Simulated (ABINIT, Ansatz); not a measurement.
**Quasiparticle gap of MgZrF6 (Fm-3m) in ABINIT**

Aim: the G0W0 gap of MgZrF6 (Fm-3m) on LDA, step by step.

Calculated with ABINIT 10.8.3; LDA and many-body steps on it, plane waves.

**1. Starting point**

It takes space group Fm-3m (No. 225, cubic). Conventional cell: a = 7.976 Å, b = 7.976 Å, c = 7.976 Å, α = 90.00°, β = 90.00°, γ = 90.00°. Nearest to Mg lie 6 F at 1.98 Å. Nearest to Zr lie 6 F at 2.01 Å. Nearest to F lie 1 Mg at 1.98 Å and 1 Zr at 2.01 Å. Farther neighbours and most contacts between anions are not listed.

The cell and positions are those that the Materials Project relaxed with its own functionals (PBE, PBE+U or r2SCAN), kept fixed.

**2. Ground state**

This step: ABINIT 10.8.3; DFT, LDA, plane waves, norm-conserving pseudopotentials.

The ground-state density comes first.

Input file run.abi:

```
acell 3*1.0 Angstrom
rprim 
  0.000000000000 3.988016550000 3.988016550000
  3.988016550000 0.000000000000 3.988016550000
  3.988016550000 3.988016550000 -0.000000000000
ntypat 3
znucl 12 40 9
natom 8
typat 1 2 3 3 3 3 3 3
xred 
  0.500000000000 0.500000000000 0.500000000000
  0.000000000000 0.000000000000 0.000000000000
  0.747623080000 0.252376920000 0.252376920000
  0.252376920000 0.747623080000 0.747623080000
  0.252376920000 0.747623080000 0.252376920000
  0.747623080000 0.252376920000 0.747623080000
  0.252376920000 0.252376920000 0.747623080000
  0.747623080000 0.747623080000 0.252376920000
pp_dirpath "pseudos"
pseudos "Mg.upf, Zr.upf, F.upf"
ecut 38
ngkpt 4 4 4
nshiftk 1
shiftk 0 0 0
kptopt 1
chksymbreak 0
nband 40
occopt 1
tolvrs 1e-10
nstep 60
prtwf 0
optforces 0
optstress 0
indata_prefix "in"
outdata_prefix "out"
tmpdata_prefix "tmp"
```

Started as:

```console
> OMP_NUM_THREADS=1 mpirun -n 4 abinit run.abi > log
```

Numbers of over 12 decimals in the logs are rounded to 6 here.

Log:

```text
.Version 10.8.3 of ABINIT. v10.8.2 released Aug 2026.

 Symmetries : space group Fm -3 m (#225); Bravais cF (face-center cubic)
================================================================================
 Values of the parameters that define the memory need of the present run
     intxc =       0    ionmov =       0      iscf =       7    lmnmax =       6
     lnmax =       6     mgfft =      60  mpssoang =       3    mqgrid =    3001
     natom =       8  nloc_mem =       1    nspden =       1   nspinor =       1
    nsppol =       1      nsym =      48    n1xccc =    2501    ntypat =       3
    occopt =       1   xclevel =       1
-    mband =          40        mffmem =           1         mkmem =           2
       mpw =        9620          nfft =      216000          nkpt =           8
================================================================================
  Rough estimation (10% accuracy) of disk space for files :
================================================================================

--------------------------------------------------------------------------------
------------- Echo of variables that govern the present computation ------------
--------------------------------------------------------------------------------
 -outvars: echo values of preprocessed input variables --------
            acell      1.8897261259E+00  1.8897261259E+00  1.8897261259E+00 Bohr

      chksymbreak           0
             ecut      3.80000000E+01 Hartree
-          fftalg         312

              ixc       -1012
              kpt      0.00000000E+00  0.00000000E+00  0.00000000E+00
                       2.50000000E-01  0.00000000E+00  0.00000000E+00
                       5.00000000E-01  0.00000000E+00  0.00000000E+00
                       2.50000000E-01  2.50000000E-01  0.00000000E+00
                       5.00000000E-01  2.50000000E-01  0.00000000E+00
                      -2.50000000E-01  2.50000000E-01  0.00000000E+00
                       5.00000000E-01  5.00000000E-01  0.00000000E+00
                      -2.50000000E-01  5.00000000E-01  2.50000000E-01
         kptrlatt        4    0    0      0    4    0      0    0    4
          kptrlen      4.26315191E+01
P           mkmem           2
            natom           8
            nband          40
            ngfft          60      60      60
             nkpt           8
            nstep          60
             nsym          48
           ntypat           3
              occ      2.000000  2.000000  2.000000  2.000000  2.000000  2.000000
                       2.000000  2.000000  2.000000  2.000000  2.000000  2.000000
                       2.000000  2.000000  2.000000  2.000000  2.000000  2.000000
                       2.000000  2.000000  2.000000  2.000000  2.000000  2.000000
                       2.000000  2.000000  2.000000  2.000000  2.000000  2.000000
                       2.000000  2.000000  0.000000  0.000000  0.000000  0.000000
                       0.000000  0.000000  0.000000  0.000000
        optforces           0
        optstress           0
            prtwf           0
            rprim      0.0000000000E+00  3.9880165500E+00  3.9880165500E+00
                       3.9880165500E+00  0.0000000000E+00  3.9880165500E+00
                       3.9880165500E+00  3.9880165500E+00 -0.0000000000E+00
          spgroup         225

           tolvrs      1.00000000E-10

             xred      5.0000000000E-01  5.0000000000E-01  5.0000000000E-01
                       0.0000000000E+00  0.0000000000E+00  0.0000000000E+00
[...]
znucl       12.00000   40.00000    9.00000

================================================================================

 chkinp: Checking input parameters for consistency.

================================================================================
== DATASET  1 ==================================================================
-   mpi_nproc: 4, omp_nthreads: 1 (-1 if OMP is not activated)

--- !DatasetInfo
iteration_state: {dtset: 1, }
dimensions: {natom: 8, nkpt: 8, mband: 40, nsppol: 1, nspinor: 1, nspden: 1, mpw: 9620, }
cutoff_energies: {ecut:  38.0, pawecutdg:  -1.0, }
electrons: {nelect:   6.40000000E+01, charge:   0.00000000E+00, occopt:   1.00000000E+00, tsmear:   1.00000000E-02, }

 Real(R)+Recip(G) space primitive vectors, cartesian coordinates (Bohr,Bohr^-1):
 R(1)=  0.0000000  7.5362591  7.5362591  G(1)= -0.0663459  0.0663459  0.0663459
 R(2)=  7.5362591  0.0000000  7.5362591  G(2)=  0.0663459 -0.0663459  0.0663459
 R(3)=  7.5362591  7.5362591  0.0000000  G(3)=  0.0663459  0.0663459 -0.0663459
 Unit cell volume ucvol=  8.5604669E+02 bohr^3
 Angles (23,13,12)=  6.00000000E+01  6.00000000E+01  6.00000000E+01 degrees

 getcut: wavevector=  0.0000  0.0000  0.0000  ngfft=  60  60  60
         ecut(hartree)=     38.000   => boxcut(ratio)=   2.02873

--- Pseudopotential description ------------------------------------------------
- Mg Generated using ONCVPSP code by D. R. Hamann
- 12.00000  10.00000  180309                  znucl, zion, pspdat
12 -1012 1 -1 1510                            pspcod,pspxc,lmax,lloc,mmax
     nproj     2     2     0
  pspatm : epsatm=    9.23542517
         --- l  ekb(1:nproj) -->
[...]
pspatm: atomic psp has been read  and splines computed

[...]
pspatm: atomic psp has been read  and splines computed

- F Generated using ONCVPSP code by D. R. Hamann
-  9.00000   7.00000  201202                  znucl, zion, pspdat
12 -1012 2 -1 824                             pspcod,pspxc,lmax,lloc,mmax
     nproj     2     2     1
  pspatm : epsatm=    4.94580260
         --- l  ekb(1:nproj) -->
[...]
2   -2.364936
 pspatm: atomic psp has been read  and splines computed

   3.69826528E+03                                ecore*ucvol(ha*bohr**3)
--------------------------------------------------------------------------------

_setup2: Arith. and geom. avg. npw (full set) are    9584.922    9584.913

================================================================================

--- !BeginCycle
iteration_state: {dtset: 1, }
solver: {iscf: 7, nstep: 60, nline: 4, wfoptalg: 0, }
tolerances: {tolvrs: 1.00E-10, }

     iter   Etot(hartree)      deltaE(h)  residm     vres2
 ETOT  1  -257.46210945248    -2.575E+02 1.473E-01 1.163E+03
 ETOT  2  -257.54019442949    -7.808E-02 2.259E-02 1.639E+03
 ETOT  3  -257.98719580032    -4.470E-01 5.293E-03 5.344E+01
 ETOT  4  -257.99295840783    -5.763E-03 3.732E-03 1.033E+01
 ETOT  5  -257.99452950831    -1.571E-03 2.095E-03 1.333E-01
 ETOT  6  -257.99454393481    -1.443E-05 1.933E-03 4.656E-03
 ETOT  7  -257.99454417660    -2.418E-07 4.202E-04 5.923E-04
 ETOT  8  -257.99454419610    -1.950E-08 1.545E-04 6.020E-05
 ETOT  9  -257.99454419977    -3.670E-09 2.863E-05 1.318E-06
 ETOT 10  -257.99454419983    -6.594E-11 9.853E-06 1.400E-08
 ETOT 11  -257.99454419989    -6.094E-11 5.732E-06 1.502E-09
 ETOT 12  -257.99454419987     1.967E-11 2.825E-06 7.264E-12

 At SCF step   12       vres2   =  7.26E-12 < tolvrs=  1.00E-10 =>converged.

--- !ResultsGS
iteration_state: {dtset: 1, }
comment   : Summary of ground state results
lattice_vectors:
- [  0.0000000,   7.5362591,   7.5362591, ]
- [  7.5362591,   0.0000000,   7.5362591, ]
- [  7.5362591,   7.5362591,  -0.0000000, ]
lattice_lengths: [  10.65788,   10.65788,   10.65788, ]
lattice_angles: [ 60.000,  60.000,  60.000, ] # degrees, (23, 13, 12)
lattice_volume:   8.5604669E+02
convergence: {deltae:  1.967E-11, res2:  7.264E-12, residm:  2.825E-06, diffor:  0.000E+00, }
etotal    :  -2.57994544E+02
entropy   :   0.00000000E+00
fermie    :  -8.82849994E-02
cartesian_stress_tensor: null
pressure_GPa: null
xred      :
- [  5.0000E-01,   5.0000E-01,   5.0000E-01, Mg]
- [  0.0000E+00,   0.0000E+00,   0.0000E+00, Zr]
- [  7.4762E-01,   2.5238E-01,   2.5238E-01,  F]
- [  2.5238E-01,   7.4762E-01,   7.4762E-01,  F]
- [  2.5238E-01,   7.4762E-01,   2.5238E-01,  F]
- [  7.4762E-01,   2.5238E-01,   7.4762E-01,  F]
- [  2.5238E-01,   2.5238E-01,   7.4762E-01,  F]
- [  7.4762E-01,   7.4762E-01,   2.5238E-01,  F]
cartesian_forces: null
force_length_stats: {min: null, max: null, mean: null, }

 Integrated electronic density in atomic spheres:
 ------------------------------------------------
 Atom  Sphere_radius  Integrated_density
[...]
================================================================================

 ----iterations are completed or convergence reached----

 Mean square residual over all n,k,spin=   11.714E-09; max=  28.252E-07
 reduced coordinates (array xred) for    8 atoms
[...]
0.252376920000      0.747623080000      0.747623080000
       0.252376920000      0.747623080000      0.252376920000
       0.747623080000      0.252376920000      0.747623080000
       0.252376920000      0.252376920000      0.747623080000
       0.747623080000      0.747623080000      0.252376920000
 rms dE/dt=  0.0000E+00; max dE/dt=  0.0000E+00; dE/dt below (all hartree)
    1       0.000000000000      0.000000000000      0.000000000000
    2       0.000000000000      0.000000000000      0.000000000000
    3       0.000000000000      0.000000000000      0.000000000000
    4       0.000000000000      0.000000000000      0.000000000000
    5       0.000000000000      0.000000000000      0.000000000000
    6       0.000000000000      0.000000000000      0.000000000000
    7       0.000000000000      0.000000000000      0.000000000000
    8       0.000000000000      0.000000000000      0.000000000000

 cartesian coordinates (angstrom) at end:
    1      3.988017     3.988017     3.988017
    2      0.000000     0.000000     0.000000
    3      2.012967     3.988017     3.988017
    4      5.963066     3.988017     3.988017
    5      3.988017     2.012967     3.988017
    6      3.988017     5.963066     3.988017
    7      3.988017     3.988017     2.012967
    8      3.988017     3.988017     5.963066
 length scales=  1.889726125908  1.889726125908  1.889726125908 bohr
              =  1.000000000000  1.000000000000  1.000000000000 angstroms
 prteigrs : about to open file out_EIG
 Fermi (or HOMO) energy (hartree) =  -0.08828   Average Vxc (hartree)=  -0.32869
 Eigenvalues (hartree) for nkpt=   8  k points:
 kpt#   1, nband= 40, wtk=  0.01563, kpt=  0.0000  0.0000  0.0000 (reduced coord)
  -2.64711   -1.77593   -1.45048   -1.45048   -1.45048   -0.99025   -0.99025   -0.99025
  -0.81330   -0.80030   -0.80030   -0.77156   -0.77156   -0.77156   -0.22271   -0.19334
  -0.19334   -0.17524   -0.17524   -0.17524   -0.16185   -0.16185   -0.16185   -0.11081
  -0.11081   -0.11081   -0.11059   -0.11059   -0.11059   -0.08828   -0.08828   -0.08828
   0.16248    0.16248    0.16248    0.18658    0.31038    0.31038    0.33825    0.44620
 prteigrs : prtvol=0 or 1, do not print more k-points.

--- !EnergyTerms
iteration_state     : {dtset: 1, }
comment             : Components of total free energy in Hartree
kinetic             :  1.45058476239729E+02
hartree             :  9.95360422286261E+01
xc                  : -5.01297661847898E+01
Ewald energy        : -1.29854569120632E+02
psp_core            :  4.32016770796877E+00
local_psp           : -2.97675427738458E+02
non_local_psp       : -2.92494673323175E+01
total_energy        : -2.57994544199874E+02
total_energy_eV     : -7.02038919157859E+03
band_energy         : -3.80903607766998E+01

== END DATASET(S) ==============================================================
================================================================================

 -outvars: echo values of variables after computation  --------
           etotal     -2.5799454420E+02
            nband          40
             nkpt           8
          spgroup         225
 [... the other variables as echoed above ...]

 Calculation completed.
```

The job ended after 37 s (4 MPI ranks of Arm Neoverse V2, shared host; peak memory 0.49 GiB; 2.4 min of CPU time).

Numbers from this step:

```
total energy               : -7020.3892 eV
gap                        : 6.824 eV
k of the valence top       : 0, 0, 0
k of the conduction bottom : 0, 0, 0
least direct gap           : 6.824 eV
```

The gap is direct, at Γ.

(Continued in part 2 of 3.)

[Paths, hosts, dates, memory and timing lines, banners, echoed tables and standing remarks are left out of the program output.]

[Logs are printed without paths, hosts, clocks, repeated set-up lines and the standing remarks that a program may print on its own settings, such as how far it seeks lower states.]

[Runs of the session that timed out or met a known fault of the program may be left out.]

[Hosts, paths, dates, database ids (printed as entryN), source tags and the programs' standing remarks are cut or masked in the printed files.]

[G0W0 gaps are taken among the corrected bands and points alone; a level outside them can change the order at an edge.]

[Where Ansatz stands beside ABINIT at settings called matched, ABINIT's density can come from a denser mesh and the files from another edition; pairs whose starting gaps differed by over 0.03 eV were left out, so agreement reads better than it is.]
